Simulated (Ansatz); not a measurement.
## Quasiparticle gap of CuBiPbS3 (Aikinite)

Aim: the quasiparticle gap of CuBiPbS3 (Aikinite), starting from r2SCAN.

Program: Ansatz 0.2.0. Level of theory: r2SCAN, then G0W0 on it, plane waves, PAW. Results are calculated unless marked as measured.

Report form: the programs' logs are mostly left out.

In doubt: one-shot GW on d or f shells is unsure (step 3), so the values of those runs are not to be relied on; masses and optical values from hybrid runs of this build are listed as unsure (in some of the runs), which bears on the screening that GW takes from such a start.

**1. Set-up**

It takes space group Pnma (No. 62, orthorhombic). Conventional cell: a = 11.638 Å, b = 4.039 Å, c = 11.319 Å, α = 90.00°, β = 90.00°, γ = 90.00°. Cu has 4 S at 2.31 to 2.40 Å nearest. Bi has 6 S at 2.66 to 3.16 Å nearest. Pb has 7 S at 2.89 to 3.26 Å and 2 Cu at 3.29 Å nearest. Nearest to S lie 2 Cu at 2.35 Å and 1 Bi at 2.66 Å and 2 Pb at 2.99 Å. S has 1 Cu at 2.31 Å and 3 Pb at 2.89 to 2.99 Å and 2 Bi at 2.95 Å nearest. Nearest to S lie 1 Cu at 2.40 Å and 3 Bi at 2.76 to 3.16 Å and 2 Pb at 3.26 Å. Farther neighbours and most contacts between anions are not listed.

The cell and positions come from the Crystallography Open Database and are kept as given unless a step says otherwise. Spin-orbit coupling is left out unless a step names it. The default PAW set here is soft_2. Its files were made with PBE.

**2. The r2SCAN band structure**

Levels along a band path and on the mesh show where this functional puts the band edges.

This step: DFT, r2SCAN, plane waves, PAW.

input.yaml reads:

```yaml
crystal:
  lattice:
    - [11.638, 0.0, 0.0]
    - [0.0, 4.039, 0.0]
    - [0.0, 0.0, 11.319]
  atoms:
    - { symbol: Cu, position: [0.2338, 0.25, 0.2085] }
    - { symbol: Cu, position: [0.2662, 0.75, 0.7085] }
    - { symbol: Cu, position: [0.7338, 0.25, 0.2915] }
    - { symbol: Cu, position: [0.7662, 0.75, 0.7915] }
    - { symbol: Bi, position: [0.0189, 0.25, 0.6827] }
    - { symbol: Bi, position: [0.4811, 0.75, 0.1827] }
    - { symbol: Bi, position: [0.5189, 0.25, 0.8173] }
    - { symbol: Bi, position: [0.9811, 0.75, 0.3173] }
    - { symbol: Pb, position: [0.8329, 0.25, 0.0105] }
    - { symbol: Pb, position: [0.6671, 0.75, 0.5105] }
    - { symbol: Pb, position: [0.3329, 0.25, 0.4895] }
    - { symbol: Pb, position: [0.1671, 0.75, 0.9895] }
    - { symbol: S, position: [0.716, 0.25, 0.6986] }
    - { symbol: S, position: [0.784, 0.75, 0.1986] }
    - { symbol: S, position: [0.216, 0.25, 0.8014] }
    - { symbol: S, position: [0.284, 0.75, 0.3014] }
    - { symbol: S, position: [0.0467, 0.25, 0.14] }
    - { symbol: S, position: [0.4533, 0.75, 0.64] }
    - { symbol: S, position: [0.5467, 0.25, 0.36] }
    - { symbol: S, position: [0.9533, 0.75, 0.86] }
    - { symbol: S, position: [0.3775, 0.25, 0.0559] }
    - { symbol: S, position: [0.1225, 0.75, 0.5559] }
    - { symbol: S, position: [0.8775, 0.25, 0.4441] }
    - { symbol: S, position: [0.6225, 0.75, 0.9441] }
kpoints:
  mp_grid: { grid: [2, 6, 2] }
  band_path:
    path:
      - [[0.0, 0.0, 0.0], [0.5, 0.0, 0.0], [0.5, 0.5, 0.0], [0.0, 0.5, 0.0], [0.0, 0.0, 0.0], [0.0, 0.0, 0.5], [0.5, 0.0, 0.5], [0.5, 0.5, 0.5], [0.0, 0.5, 0.5], [0.0, 0.0, 0.5]]
      - [[0.5, 0.0, 0.0], [0.5, 0.0, 0.5]]
      - [[0.0, 0.5, 0.0], [0.0, 0.5, 0.5]]
      - [[0.5, 0.5, 0.0], [0.5, 0.5, 0.5]]
    npoints: 10
hamiltonian:
  xc: r2scan
scf:
  occupations: { method: fermi_dirac, width: 0.02 }
  n_extra_bands: 12
output:
  eigenvalues: true
```

Started as:

```
$ ansatz run input.yaml --threads 16 --pin off --max-ram 82944MiB --backend cuda --events-out ev --progress --plain --runs-dir out --devices 1 --max-vram 78GiB
```

The job ended after 5.9 s (1 × NVIDIA GB200 (shared by 2 runs) with 16 threads of Arm Neoverse V2, shared host; peak memory 1.9 GiB; 53 s of CPU time).

Numbers from this step:

```
filled bands         : 132
gap                  : 0.8559 eV
valence top at       : k = (0.000, 0.000, 0.450)
conduction bottom at : k = (0.000, 0.250, 0.000)
least direct gap     : 0.9050 eV
```

Over mesh and path the gap is 0.856 eV, from k = (0.000, 0.000, 0.450) to k = (0.000, 0.250, 0.000). The least direct gap found is 0.905 eV, at k = (0.000, 0.000, 0.350). On the 2×6×2 mesh alone the same run gives 0.962 eV, so that mesh misses an edge of r2SCAN: 0.962 − 0.856 = +0.106 eV.

The electronic bands at the labelled points (eV, zero at the top of the highest nominally filled band):

```csv
point,band 129,band 130,band 131,band 132,band 133,band 134,band 135,band 136
Γ,-0.32,-0.21,-0.20,-0.16,1.16,1.17,1.33,1.62
halfway,-0.32,-0.26,-0.15,-0.11,1.16,1.29,1.33,1.56
X,-0.31,-0.31,-0.13,-0.13,1.37,1.37,1.41,1.41
halfway,-0.65,-0.65,-0.55,-0.55,1.30,1.30,2.15,2.15
S,-0.62,-0.62,-0.62,-0.62,1.91,1.91,1.91,1.91
halfway,-0.66,-0.66,-0.62,-0.62,1.76,1.76,1.79,1.79
Y,-0.65,-0.65,-0.64,-0.64,1.65,1.65,1.75,1.75
halfway,-0.72,-0.64,-0.56,-0.42,0.86,1.59,2.15,2.25
Γ,-0.32,-0.21,-0.20,-0.16,1.16,1.17,1.33,1.62
halfway,-0.31,-0.29,-0.09,-0.05,0.91,1.20,1.61,1.72
Z,-0.31,-0.31,0.00,0.00,0.96,0.96,1.77,1.77
halfway,-0.34,-0.34,-0.10,-0.10,1.10,1.10,1.87,1.87
U,-0.27,-0.27,-0.25,-0.25,1.25,1.25,1.90,1.90
halfway,-0.57,-0.57,-0.48,-0.48,1.84,1.84,1.91,1.91
R,-0.77,-0.77,-0.77,-0.77,1.79,1.79,1.79,1.79
halfway,-0.81,-0.81,-0.75,-0.75,1.48,1.48,1.78,1.78
T,-0.79,-0.79,-0.73,-0.73,1.31,1.31,1.73,1.73
halfway,-0.60,-0.60,-0.42,-0.42,1.51,1.51,1.72,1.72
Z,-0.31,-0.31,0.00,0.00,0.96,0.96,1.77,1.77
jump to X,-0.31,-0.31,-0.13,-0.13,1.37,1.37,1.41,1.41
halfway,-0.31,-0.31,-0.16,-0.16,1.24,1.24,1.69,1.69
U,-0.27,-0.27,-0.25,-0.25,1.25,1.25,1.90,1.90
jump to Y,-0.65,-0.65,-0.64,-0.64,1.65,1.65,1.75,1.75
halfway,-0.74,-0.74,-0.67,-0.67,1.41,1.41,1.66,1.66
T,-0.79,-0.79,-0.73,-0.73,1.31,1.31,1.73,1.73
jump to S,-0.62,-0.62,-0.62,-0.62,1.91,1.91,1.91,1.91
```

**3. G0W0 on the 2×4×2 mesh**

G0W0 replaces the xc potential by a self-energy built once from the orbitals of the start. Levels are corrected in the window of bands that the input names, at points of the mesh.

This step: G0W0 on r2SCAN, plane waves, PAW.

Changes to input.yaml since step 2:

```diff
@@ -31,16 +31,13 @@
 kpoints:
-  mp_grid: { grid: [2, 6, 2] }
-  band_path:
-    path:
-      - [[0.0, 0.0, 0.0], [0.5, 0.0, 0.0], [0.5, 0.5, 0.0], [0.0, 0.5, 0.0], [0.0, 0.0, 0.0], [0.0, 0.0, 0.5], [0.5, 0.0, 0.5], [0.5, 0.5, 0.5], [0.0, 0.5, 0.5], [0.0, 0.0, 0.5]]
-      - [[0.5, 0.0, 0.0], [0.5, 0.0, 0.5]]
-      - [[0.0, 0.5, 0.0], [0.0, 0.5, 0.5]]
-      - [[0.5, 0.5, 0.0], [0.5, 0.5, 0.5]]
-    npoints: 10
+  mp_grid: { grid: [2, 4, 2] }
 hamiltonian:
   xc: r2scan
+  pseudopotentials: { kind: paw, source: ansatz }
 scf:
-  occupations: { method: fermi_dirac, width: 0.02 }
-  n_extra_bands: 12
-output:
-  eigenvalues: true
+  occupations: { method: fixed }
+gw:
+  n_empty_bands: 2917
+  ecut_chi: 180.0
+  qp_bands: [v4, c4]
+  qp_kpoints: band_edges
+  screening: { model: contour_deformation }
```

The job ended after 8.4 min (1 × NVIDIA GB200 (shared by 2 runs) with 16 threads; peak memory 35 GiB).

Numbers from this step:

* bands summed: 3081
* RPA ε∞ on this mesh (eigenvalues): 12.03, 13.11, 13.41
* plane waves in the screening matrix: 2953
* q-points in the mesh: 16
* G0W0 gap over the corrected points: 0.8560 eV
* k of the valence top: 0, 0, -0.5
* k of the conduction bottom: 0, 0.25, 0
* starting gap on the mesh: 0.8598 eV
* Z at the valence top: 0.7054
* Z at the conduction bottom: 0.7837
* least direct G0W0 gap over the corrected points: 0.9383 eV

Over all 12 irreducible mesh points the G0W0 gap is 0.856 eV, from k = (0.000, 0.000, -0.500) to k = (0.000, 0.250, 0.000). The r2SCAN gap of this run on the mesh is 0.860 eV. The two states that bound the G0W0 gap lie that far apart at the start, so the correction of the gap is 0.856 − 0.860 = −0.004 eV. The start of this run differs from the step before in mesh (2×6×2 and 2×4×2), files (soft_2 PAW and hard PAW) and plane-wave cutoff (500 eV and 700 eV). The program's warnings for this run: eigensolver not converged.

Labels follow the order of the start: v1 is the top filled band, c1 the lowest empty one; levels that stay degenerate share a row, the window can cut a multiplet, doubted levels are not marked in this list, bands outside the window were not corrected, and the list may be a part of the corrected levels. The levels before and after the correction (eV, zero at the valence-band top of each column):

|  | conduction bottom | valence top |
| --- | --- | --- |
| Kohn-Sham | 0.86 | 0.00 |
| G0W0 | 0.86 | 0.00 |

|  | level | occupation | energy (eV) |
| --- | --- | --- | --- |
| Kohn-Sham | (0 0 -0.5) v3 | 2 | -0.308 |
| Kohn-Sham | (0 0 -0.5) v2-v1 | 2 | 0.000 |
| Kohn-Sham | (0 0 -0.5) c1-c2 | 0 | 0.964 |
| Kohn-Sham | (0 0 -0.5) c3 | 0 | 1.773 |
| Kohn-Sham | (0 0.25 0) v3 | 2 | -0.632 |
| Kohn-Sham | (0 0.25 0) v2 | 2 | -0.556 |
| Kohn-Sham | (0 0.25 0) v1 | 2 | -0.415 |
| Kohn-Sham | (0 0.25 0) c1 | 0 | 0.860 |
| Kohn-Sham | (0 0.25 0) c2 | 0 | 1.596 |
| Kohn-Sham | (0 0.25 0) c3 | 0 | 2.151 |
| G0W0 | (0 0 -0.5) v3 | 2 | -0.256 |
| G0W0 | (0 0 -0.5) v2-v1 | 2 | 0.000 |
| G0W0 | (0 0 -0.5) c1-c2 | 0 | 0.938 |
| G0W0 | (0 0 -0.5) c3 | 0 | 1.829 |
| G0W0 | (0 0.25 0) v3 | 2 | -0.614 |
| G0W0 | (0 0.25 0) v2 | 2 | -0.547 |
| G0W0 | (0 0.25 0) v1 | 2 | -0.369 |
| G0W0 | (0 0.25 0) c1 | 0 | 0.856 |
| G0W0 | (0 0.25 0) c2 | 0 | 1.633 |
| G0W0 | (0 0.25 0) c3 | 0 | 2.179 |

The parts of the quasiparticle energy for the two states that bound the G0W0 gap, in eV on the run's own scale (QP = start + Σx + Σc − Vxc, with Σc at the quasiparticle energy):

```
             edge                       k  band   start       Σx      Σc      Vxc      Z      QP
      valence top  (0.000, 0.000, -0.500)   163  10.190  −29.962   4.164  −25.706  0.705  10.097
conduction bottom   (0.000, 0.250, 0.000)   165  11.050  −10.066  −3.221  −13.190  0.784  10.953
```

**4. Spin-orbit coupling in r2SCAN**

This run has two-component orbitals with spin-orbit coupling.

This step: DFT, r2SCAN with spin-orbit coupling, plane waves, PAW.

Changes to input.yaml since step 3:

```diff
@@ -31,13 +31,26 @@
 kpoints:
-  mp_grid: { grid: [2, 4, 2] }
+  mp_grid: { grid: [2, 6, 2] }
+  band_path:
+    path:
+      - [0.0, 0.0, 0.0]
+      - [0.5, 0.0, 0.0]
+      - [0.5, 0.5, 0.0]
+      - [0.0, 0.5, 0.0]
+      - [0.0, 0.0, 0.5]
+      - [0.5, 0.0, 0.5]
+      - [0.5, 0.5, 0.5]
+      - [0.0, 0.5, 0.5]
+      - [0.0, 0.0, 0.45]
+      - [0.0, 0.25, 0.0]
+      - [0.0, 0.0, 0.35]
+    npoints: 1
 hamiltonian:
   xc: r2scan
-  pseudopotentials: { kind: paw, source: ansatz }
 scf:
-  occupations: { method: fixed }
-gw:
-  n_empty_bands: 2917
-  ecut_chi: 180.0
-  qp_bands: [v4, c4]
-  qp_kpoints: band_edges
-  screening: { model: contour_deformation }
+  occupations: { method: fermi_dirac, width: 0.02 }
+  n_extra_bands: 24
+magnetization:
+  noncollinear: true
+  spin_orbit: true
+output:
+  eigenvalues: true
```

Wall time 9 s (1 × NVIDIA GB200 (shared by 2 runs) with 16 threads); peak memory 3.7 GiB; 66 s of CPU time.

This step gave:

| Property | Result |
| --- | --- |
| gap | 0.5422 eV |
| valence top at | k = (0.000, 0.000, 0.450) |
| conduction bottom at | k = (0.000, 0.000, 0.350) |
| least direct gap | 0.5511 eV |

Over mesh and listed points the gap is 0.542 eV, from k = (0.000, 0.000, 0.450) to k = (0.000, 0.000, 0.350). The least direct gap found is 0.551 eV, at k = (0.000, 0.000, 0.350). r2SCAN+SOC against r2SCAN: 0.542 − 0.856 = −0.314 eV. Mesh, set of files and cutoff are the same, but the conduction bottom lies at another k point, so this need not be the shift of one pair of states. The spin-orbit run sees mesh and listed points alone, so its gap is an upper bound: the coupling can move an edge off these points, and the change over the zone, its sign included where it is small, is not known.

**5. Side by side**

Each gap is the least one over the points named; times are wall times on shared hosts, not benchmarks. A G0W0 time includes the run's own self-consistent start. Runs with listed points see these and the mesh alone, so an edge that moves elsewhere is missed. Rows marked * are further runs, not shown as steps, whose inputs differ from the G0W0 step on the same start in the columns given; solver thresholds can differ too.

```
       level   mesh       files, cutoff  bands summed, screening                            points  gap (eV)             valence top       conduction bottom  least direct gap (eV)     time
      r2SCAN  2×6×2  soft_2 PAW, 500 eV                        -                     mesh and path     0.856   (0.000, 0.000, 0.450)   (0.000, 0.250, 0.000)                  0.905    5.9 s
  r2SCAN+SOC  2×6×2  soft_2 PAW, 500 eV                        -            mesh and listed points     0.542   (0.000, 0.000, 0.450)   (0.000, 0.000, 0.350)                  0.551      9 s
G0W0@r2SCAN*  2×4×2    hard PAW, 700 eV               871, 70 eV    all 12 irreducible mesh points     1.014  (0.000, 0.000, -0.500)   (0.000, 0.250, 0.000)                  1.118     78 s
G0W0@r2SCAN*  2×4×2    hard PAW, 700 eV             1752, 120 eV    all 12 irreducible mesh points     0.866  (0.000, 0.000, -0.500)   (0.000, 0.250, 0.000)                  0.955  3.6 min
 G0W0@r2SCAN  2×4×2    hard PAW, 700 eV             3081, 180 eV    all 12 irreducible mesh points     0.856  (0.000, 0.000, -0.500)   (0.000, 0.250, 0.000)                  0.938  8.4 min
G0W0@r2SCAN*  2×6×2    hard PAW, 700 eV               871, 70 eV  15 of 16 irreducible mesh points     1.123  (0.000, 0.000, -0.500)  (0.000, 0.000, -0.500)                  1.123  2.6 min
```

**6. Summary of results**

| Quantity | Value |
| --- | --- |
| r2SCAN gap over mesh and path | 0.856 eV, from k = (0.000, 0.000, 0.450) to k = (0.000, 0.250, 0.000) |
| G0W0@r2SCAN gap over all 12 irreducible mesh points | 0.856 eV, from k = (0.000, 0.000, -0.500) to k = (0.000, 0.250, 0.000) |
| r2SCAN+SOC gap over mesh and listed points | 0.542 eV |
| GW settings | 2×4×2 mesh, 2917 empty bands, screening to 180 eV, hard PAW files |
| known limits | finite bands, screening cutoff and k mesh; no spin-orbit coupling in G0W0; d shells not analysed |

What this shows: Over all 12 irreducible mesh points the G0W0 gap is 0.856 eV, from k = (0.000, 0.000, -0.500) to k = (0.000, 0.250, 0.000). The r2SCAN gap of this run on the mesh is 0.860 eV. The two states that bound the G0W0 gap lie that far apart at the start, so the correction of the gap is 0.856 − 0.860 = −0.004 eV. The valence state moves by 10.097 − 10.190 = −0.093 eV and the conduction state by 10.953 − 11.050 = −0.097 eV, on the run's own scale; with 871 bands the edge states move by +0.030 and +0.185 eV, so the split between the edges depends on the bands and cutoff. Over mesh and path, r2SCAN puts the valence top at k = (0.000, 0.000, 0.450), where no G0W0 correction was computed. The G0W0 gap over the whole zone is therefore not known from this run; at its settings it can only be equal to or under the 0.856 eV found, and no correction is carried over from another point. For the start itself the gap is 0.856 eV over mesh and path and 0.860 eV on the mesh of the G0W0 run, in runs that differ in mesh (2×6×2 and 2×4×2), files (soft_2 PAW and hard PAW) and plane-wave cutoff (500 eV and 700 eV). From 871 bands and 70 eV to 3081 bands and 180 eV the gap moves by 0.856 − 1.014 = −0.158 eV (rung by rung 1.014, 0.866, 0.856 eV); bands and screening cutoff rise together, so their parts are not told apart. A line in one over the bands through the two highest rungs gives 0.856 + (0.856 − 0.866) × 1752 / (3081 − 1752) = 0.843 eV, and through the pair below 0.866 + (0.866 − 1.014) × 871 / (1752 − 871) = 0.720 eV. The two differ by 0.123 eV, not under the 0.030 eV asked, so the law does not hold well over these rungs and the limit is not known. With the 2×6×2 mesh in place of the 2×4×2 mesh and all else as in the G0W0@r2SCAN row with 871 bands, the gap differs by 1.123 − 1.014 = +0.109 eV, and that of the start by 0.963 − 0.860 = +0.103 eV; an edge lies at another k point, so this need not be the shift of one pair of states. G0W0 on other starts in this series, not shown as steps and not all at these settings: 1.076 eV on HSE06 (2×4×2, hard PAW, 1752 bands, 120 eV). r2SCAN+SOC against r2SCAN: 0.542 − 0.856 = −0.314 eV. Mesh, set of files and cutoff are the same, but the conduction bottom lies at another k point, so this need not be the shift of one pair of states. The spin-orbit run sees mesh and listed points alone, so its gap is an upper bound: the coupling can move an edge off these points, and the change over the zone, its sign included where it is small, is not known. What spin-orbit coupling does to the G0W0 levels was not computed, so no sum with the G0W0 gap is formed. For the G0W0 step: the program's warnings for this run: eigensolver not converged. For the further run with 1752 bands on the 2×4×2 mesh, the program warns: eigensolver not converged. For the further run with 871 bands on the 2×6×2 mesh, the program warns: eigensolver not converged. The G0W0 runs are scalar-relativistic. One-shot GW is known to converge slowly in bands for compounds with shallow d shells. The cell holds Cu; the filling of the d shell and its place against the gap were not analysed here. G0W0 is shown with one set of atomic data (hard PAW), so the error from the files is not known here.

[Paths, hosts, dates, memory and timing lines, banners, echoed tables and standing remarks are left out of the program output.]

[Logs are printed without paths, hosts, clocks, repeated set-up lines and the standing remarks that a program may print on its own settings, such as how far it seeks lower states.]

[Runs of the session that timed out or met a known fault of the program may be left out.]

[Cells called generated may have been cut or substituted from an entry of the Crystallography Open Database or the Materials Project.]

[Hosts, paths, dates, database ids (printed as entryN), source tags and the programs' standing remarks are cut or masked in the printed files.]

[Where an RPA ε∞ is given, it is that of the G0W0 mesh and is not shown converged in it. Names of k-points follow the symmetry that the program found, which can be lower than the space group named. Band edges on a path are those of the sampled points; other points can move an edge, and change direct to indirect where valleys lie close.]

[Hybrid gaps are those of their k-mesh and are not shown converged in it.]
